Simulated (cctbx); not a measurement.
# Ba2NiBiTe5 with cctbx, script by script

Library: cctbx 2025.11.

## 1. Energy scan

run.py:

```python
from cctbx import adptbx, crystal, miller, xray
from cctbx.array_family import flex
from cctbx.eltbx import sasaki

cs = crystal.symmetry(unit_cell=(12.437, 9.349, 8.932, 90, 90, 90), space_group_symbol='Hall: -P 2ac 2n')  # Pnma
atoms = [  # label, site, U (iso, or U11 U22 U33 U12 U13 U23 in A^2), occupancy
    ("Bi1", (0.9835, 0.75, 0.4743), (0.0076, 0.0054, 0.0075, 0.0000, -0.0001, 0.0000), 1),
    ("Ba1", (0.3202, 0.4935, 0.3843), (0.0081, 0.0076, 0.0114, -0.0002, 0.0016, -0.0007), 1),
    ("Te1", (0.5071, 0.75, 0.4616), (0.0077, 0.0073, 0.0090, 0.0000, 0.0002, 0.0000), 1),
    ("Te2", (0.7232, 0.75, 0.8807), (0.0074, 0.0064, 0.0074, 0.0000, -0.0003, 0.0000), 1),
    ("Te3", (0.7814, 0.75, 0.3781), (0.0103, 0.0095, 0.0122, 0.0000, 0.0000, 0.0000), 1),
    ("Te4", (0.0486, 0.4534, 0.3177), (0.0083, 0.0077, 0.0107, 0.0004, 0.0013, 0.0008), 1),
    ("Ni1", (0.9135, 0.75, 0.8258), (0.0095, 0.0091, 0.0087, 0.0000, -0.0003, 0.0000), 1),
]
xs = xray.structure(crystal_symmetry=cs)
for label, site, u, occ in atoms:
    u = adptbx.u_cif_as_u_star(cs.unit_cell(), u) if isinstance(u, tuple) else u
    xs.add_scatterer(xray.scatterer(label, site=site, u=u, occupancy=occ))
hkl = [(0, 2, 0), (1, 0, 1), (2, 0, 1), (2, 0, 0)]
ms = miller.set(cs, flex.miller_index(hkl + [tuple(-v for v in h) for h in hkl]), anomalous_flag=True)
print("E (eV)    f'(Ni)   f''   " + "".join("%16s" % ("|F|" + " ".join(map(str, h))) for h in hkl))
for e in [7733, 8083, 8213, 8273, 8303, 8318, 8325, 8329, 8337, 8341, 8348, 8363, 8393, 8483, 8733]:
    xs.set_inelastic_form_factors(12398.42 / e, "sasaki")
    t = sasaki.table("Ni").at_ev(e)
    f = flex.abs(ms.structure_factors_from_scatterers(xs, algorithm="direct").f_calc().data())
    n = len(hkl)
    print("%7.0f %7.2f %6.2f  " % (e, t.fp(), t.fdp()) + "".join("%9.1f/%6.1f" % (f[k], f[k + n]) for k in range(n)))
```

```console
$ python run.py
```

```text
E (eV)    f'(Ni)   f''           |F|0 2 0        |F|1 0 1        |F|2 0 1        |F|2 0 0
   7733   -2.36   0.55      245.7/ 245.7    144.8/ 144.8     35.9/  35.9    230.9/ 230.9
   8083   -3.19   0.51      239.9/ 239.9    144.7/ 144.7     38.3/  38.3    227.5/ 227.5
   8213   -3.91   0.49      236.2/ 236.2    145.4/ 145.4     40.3/  40.3    225.6/ 225.6
   8273   -4.62   0.48      233.0/ 233.0    146.3/ 146.3     42.3/  42.3    224.0/ 224.0
   8303   -5.35   0.48      230.0/ 230.0    147.3/ 147.3     44.4/  44.4    222.5/ 222.5
   8318   -6.08   0.48      227.0/ 227.0    148.4/ 148.4     46.5/  46.5    221.1/ 221.1
   8325   -6.74   0.48      224.3/ 224.3    149.4/ 149.4     48.4/  48.4    219.9/ 219.9
   8329   -7.45   0.48      221.5/ 221.5    150.5/ 150.5     50.5/  50.5    218.5/ 218.5
   8337   -7.63   3.92      221.4/ 221.4    150.4/ 150.4     48.1/  48.1    218.6/ 218.6
   8341   -6.81   3.91      224.6/ 224.6    149.1/ 149.1     45.6/  45.6    220.1/ 220.1
   8348   -6.09   3.91      227.4/ 227.4    147.9/ 147.9     43.4/  43.4    221.4/ 221.4
   8363   -5.30   3.89      230.4/ 230.4    146.7/ 146.7     41.1/  41.1    222.8/ 222.8
   8393   -4.51   3.86      233.4/ 233.4    145.3/ 145.3     38.7/  38.7    224.1/ 224.1
   8483   -3.47   3.77      237.0/ 237.0    143.4/ 143.4     35.7/  35.7    225.6/ 225.6
   8733   -2.34   3.57      240.1/ 240.1    140.9/ 140.9     32.7/  32.7    226.7/ 226.7
```

Run time: 0.24 s on 1 thread of Arm Neoverse V2 (shared host), peak memory 0.07 GiB.

[Logs are printed without paths, hosts, clocks, repeated set-up lines and the standing remarks that a program may print on its own settings, such as how far it seeks lower states.]
